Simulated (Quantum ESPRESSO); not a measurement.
# MnSe: cost and accuracy of the plane-wave cutoff, part 3 of 3

Aim: see how far moments and order energies of MnSe move with the plane-wave cutoff, and what each rung costs.

Quantum ESPRESSO 7.5; LDA with U = 4 eV on Mn d (ortho-atomic projectors); plane waves with GBRV 1.5 LDA potentials, no spin-orbit coupling (settings of the first rung).

So far, largest spin moment in the atom's sphere (μB): step 2 (rung 1, start ferro +) 4.50; step 8 (rung 4, start ferro +) 4.53; step 9 (rung 4, start antiferro q=(0,1/2,1/2) +-) 4.50; step 10 (rung 5, start ferro +) 4.53; step 11 (rung 5, start antiferro q=(0,1/2,1/2) +-) 4.50.

The database entry behind the starting cell differs from later determinations by our own check (about 0.4 % short), so it need not match the best structure at ambient conditions.

## 12. What a mistake does

Level of this step: LDA with U = 25 eV on Mn d (ortho-atomic projectors); plane waves with GBRV 1.5 LDA potentials, no spin-orbit coupling (Quantum ESPRESSO).

As a test, an input with a fault in it is run.

pw.in

```
&CONTROL
  calculation = 'scf'
  prefix = 'pwscf'
  outdir = './tmp'
  pseudo_dir = './pseudo'
  disk_io = 'nowf'
  tprnfor = .true.
  tstress = .true.
/
&SYSTEM
  ibrav = 0
  nat = 2
  ntyp = 2
  ecutwfc = 40
  ecutrho = 280
  nbnd = 19
  occupations = 'smearing'
  smearing = 'fd'
  degauss = 0.00734986
  nspin = 2
  starting_magnetization(1) = 0.3
  starting_magnetization(2) = 0
/
&ELECTRONS
  conv_thr = 4d-09
  electron_maxstep = 50
  mixing_beta = 0.3
/
ATOMIC_SPECIES
Mn     54.9380 mn_lda_v1.5.uspp.F.UPF
Se     78.9710 se_lda_v1.uspp.F.UPF
CELL_PARAMETERS angstrom
   0.0000000000    2.7200000000    2.7200000000
   2.7200000000    0.0000000000    2.7200000000
   2.7200000000    2.7200000000    0.0000000000
ATOMIC_POSITIONS crystal
Mn      0.0000000000    0.0000000000    0.0000000000
Se      0.5000000000    0.5000000000    0.5000000000
K_POINTS automatic
8 8 8 0 0 0
HUBBARD {ortho-atomic}
U Mn-3d 25.0000
```

Command:

```console
$ OMP_NUM_THREADS=1 mpirun -n 2 pw.x -nk 2 -in pw.in > pw.out
```

The log of the run:

```text
[banner, memory and clock lines left out]
Program PWSCF v.7.5 starts

     Message from routine setup:
     using ibrav=0 with symmetry is DISCOURAGED, use correct ibrav instead

     bravais-lattice index     =            0
     lattice parameter (alat)  =       7.2691  a.u.
     unit-cell volume          =     271.6022 (a.u.)^3
     number of atoms/cell      =            2
     number of atomic types    =            2
     number of electrons       =        21.00
     number of Kohn-Sham states=           19
     kinetic-energy cutoff     =      40.0000  Ry
     charge density cutoff     =     280.0000  Ry
     scf convergence threshold =      4.0E-09
     mixing beta               =       0.3000
     number of iterations used =            8  plain     mixing
     Exchange-correlation= SLA  PZ   NOGX NOGC
                           (   1   1   0   0   0   0   0)
     Hubbard projectors: ortho-atomic
     Hubbard parameters of DFT+U (Dudarev formulation) in eV:
     U(Mn-3d) = 25.0000

     Internal variables: lda_plus_u =T, lda_plus_u_kind = 0

     Internal variables: orbital_resolved =F, hub_pot_fix =F, apply_U = F

     [... lines left out ...]
     PseudoPot. # 1 for Mn read from file:
     mn_lda_v1.5.uspp.F.UPF
     Pseudo is Ultrasoft + core correction, Zval = 15.0

     PseudoPot. # 2 for Se read from file:
     se_lda_v1.uspp.F.UPF
     Pseudo is Ultrasoft + core correction, Zval =  6.0

     atomic species   valence    mass     pseudopotential
     Mn               15.00    54.93800     Mn( 1.00)
     Se                6.00    78.97100     Se( 1.00)

     Starting magnetic structure
     atomic species   magnetization
     Mn              0.300
     Se              0.000

     48 Sym. Ops., with inversion, found

   Cartesian axes

     site n.     atom                  positions (alat units)
         1        Mn     tau(   1) = (   0.0000000   0.0000000   0.0000000  )
         2        Se     tau(   2) = (   0.7071068   0.7071068   0.7071068  )

     number of k points=    29  Fermi-Dirac smearing, width (Ry)=  0.0073

     Dense  grid:    21595 G-vectors     FFT dimensions: (  40,  40,  40)

     Smooth grid:     9377 G-vectors     FFT dimensions: (  30,  30,  30)

     Check: negative core charge=   -0.000028
     Generating pointlists ...
     new r_m :   0.2917 (alat units)  2.1203 (a.u.) for type    1
     new r_m :   0.2917 (alat units)  2.1203 (a.u.) for type    2

     Initial potential from superposition of free atoms

     starting charge      20.4999, renormalised to      21.0000

     STARTING HUBBARD OCCUPATIONS:

     =================== HUBBARD OCCUPATIONS ===================
     ------------------------ ATOM    1 ------------------------
     Tr[ns(  1)] (up, down, total) =   5.00000  0.00000  5.00000
     Atomic magnetic moment for atom   1 =   5.00000
     [... lines left out ...]
     Number of occupied Hubbard levels =    5.0000

     Atomic wfc used for Hubbard projectors are orthogonalized

     Starting wfcs are   17 randomized atomic wfcs +    2 random wfcs

     Self-consistent Calculation

     iteration #  1     ecut=    40.00 Ry     beta= 0.30
     Davidson diagonalization with overlap
     ethr =  1.00E-02,  avg # of iterations =  5.8

     =================== HUBBARD OCCUPATIONS ===================
     ------------------------ ATOM    1 ------------------------
     Tr[ns(  1)] (up, down, total) =   4.97206  0.03434  5.00640
     Atomic magnetic moment for atom   1 =   4.93773
     [... lines left out ...]
     Number of occupied Hubbard levels =    5.0064

     total energy              =    -254.20004490 Ry
     estimated scf accuracy    <       0.33145208 Ry

     total magnetization       =     5.00 Bohr mag/cell
     absolute magnetization    =     5.03 Bohr mag/cell

     [... further iterations left out ...]

     iteration # 11     ecut=    40.00 Ry     beta= 0.30
     Davidson diagonalization with overlap
     ethr =  2.00E-11,  avg # of iterations =  2.6

     negative rho (up, down):  0.000E+00 5.191E-04

     Magnetic moment per site  (integrated on atomic sphere of radius R)
     atom   1 (R=0.292)  charge= 13.2443  magn=  4.7465
     atom   2 (R=0.292)  charge=  4.4671  magn= -0.0598

     End of self-consistent calculation

     =================== HUBBARD OCCUPATIONS ===================
     ------------------------ ATOM    1 ------------------------
     Tr[ns(  1)] (up, down, total) =   4.99387  0.04131  5.03518
     Atomic magnetic moment for atom   1 =   4.95257
     [... lines left out ...]
     Number of occupied Hubbard levels =    5.0352

     [... lines left out ...]
     the Fermi energy is     9.2947 ev

!    total energy              =    -254.22699164 Ry
     estimated scf accuracy    <          8.2E-11 Ry
     smearing contrib. (-TS)   =      -0.00012451 Ry
     internal energy E=F+TS    =    -254.22686712 Ry

     The total energy is F=E-TS. E is the sum of the following terms:
     one-electron contribution =    -139.72571723 Ry
     hartree contribution      =      76.68217756 Ry
     xc contribution           =     -55.74138391 Ry
     ewald contribution        =    -135.48501958 Ry
     Hubbard energy            =       0.04307604 Ry

     total magnetization       =     5.00 Bohr mag/cell
     absolute magnetization    =     5.13 Bohr mag/cell

     convergence has been achieved in  11 iterations

     negative rho (up, down):  0.000E+00 5.191E-04

     Forces acting on atoms (cartesian axes, Ry/au):

     atom    1 type  1   force =     0.00000000   -0.00000000   -0.00000000
     atom    2 type  2   force =     0.00000000   -0.00000000    0.00000000

     Total force =     0.000000     Total SCF correction =     0.000000

     Computing stress (Cartesian axis) and pressure

     negative rho (up, down):  0.000E+00 5.191E-04
          total   stress  (Ry/bohr**3)                   (kbar)     P=       91.38
   0.00062118  -0.00000000  -0.00000000           91.38       -0.00       -0.00
  -0.00000000   0.00062118  -0.00000000           -0.00       91.38       -0.00
  -0.00000000  -0.00000000   0.00062118           -0.00       -0.00       91.38
```

The job ended after 13 s (2 MPI ranks of Intel Xeon 6975P-C (Granite Rapids), shared host; peak memory 0.23 GiB).

Convergence was reached, yet the input spoils the result.

The fault in the input: an enormous U.

## 13. The rungs together

Ladder, by row:

```csv
rung,cutoff (eV),state from the first start,state from the second start,second less first (meV a seeded atom),"moment, first (μB)","moment, second (μB)",CPU time (s)
1,245,ferromagnetic,antiferromagnetic,-70.56,4.505,4.452,52.05
2,327,ferromagnetic,antiferromagnetic,-9.756,4.525,4.496,69.96
3,435,ferromagnetic,antiferromagnetic,-10.47,4.533,4.503,136.1
4,544,ferromagnetic,antiferromagnetic,-10.59,4.533,4.503,171.8
5,762,ferromagnetic,antiferromagnetic,-10.54,4.534,4.504,327.9
```

## 14. Summary of results

| Item | Value |
| --- | --- |
| range of the largest moment, first start | 4.50 to 4.53 μB; second start 4.45 to 4.50 μB |
| range of CPU time | 52 s to 5.5 min |
| range of the energy difference | -70.6 to -9.76 meV a seeded atom |
| first rung that agrees with the last (margins below) | 2 |

**Reading.** From rung 2 on the states are those of the last rung, the moments stay within 0.05 μB of it and the difference within 1 meV; rung 2 took 21 % of its CPU time. Energies are free energies at an electronic temperature of 1160 K, which lowers moments and differences where the moments are itinerant.

[Logs and program files are shortened in this print: banners, set-up blocks, solver, clock and traceback lines can be left out without a mark of their own.]

[Logs are printed without paths, hosts, clocks, repeated set-up lines and the standing remarks that a program may print on its own settings, such as how far it seeks lower states.]

[Hosts, paths, dates, database ids (printed as entryN), source tags and the programs' standing remarks are cut or masked in the printed files.]

[Where a cell is said to come from a database of computed structures, the database is the Materials Project.]
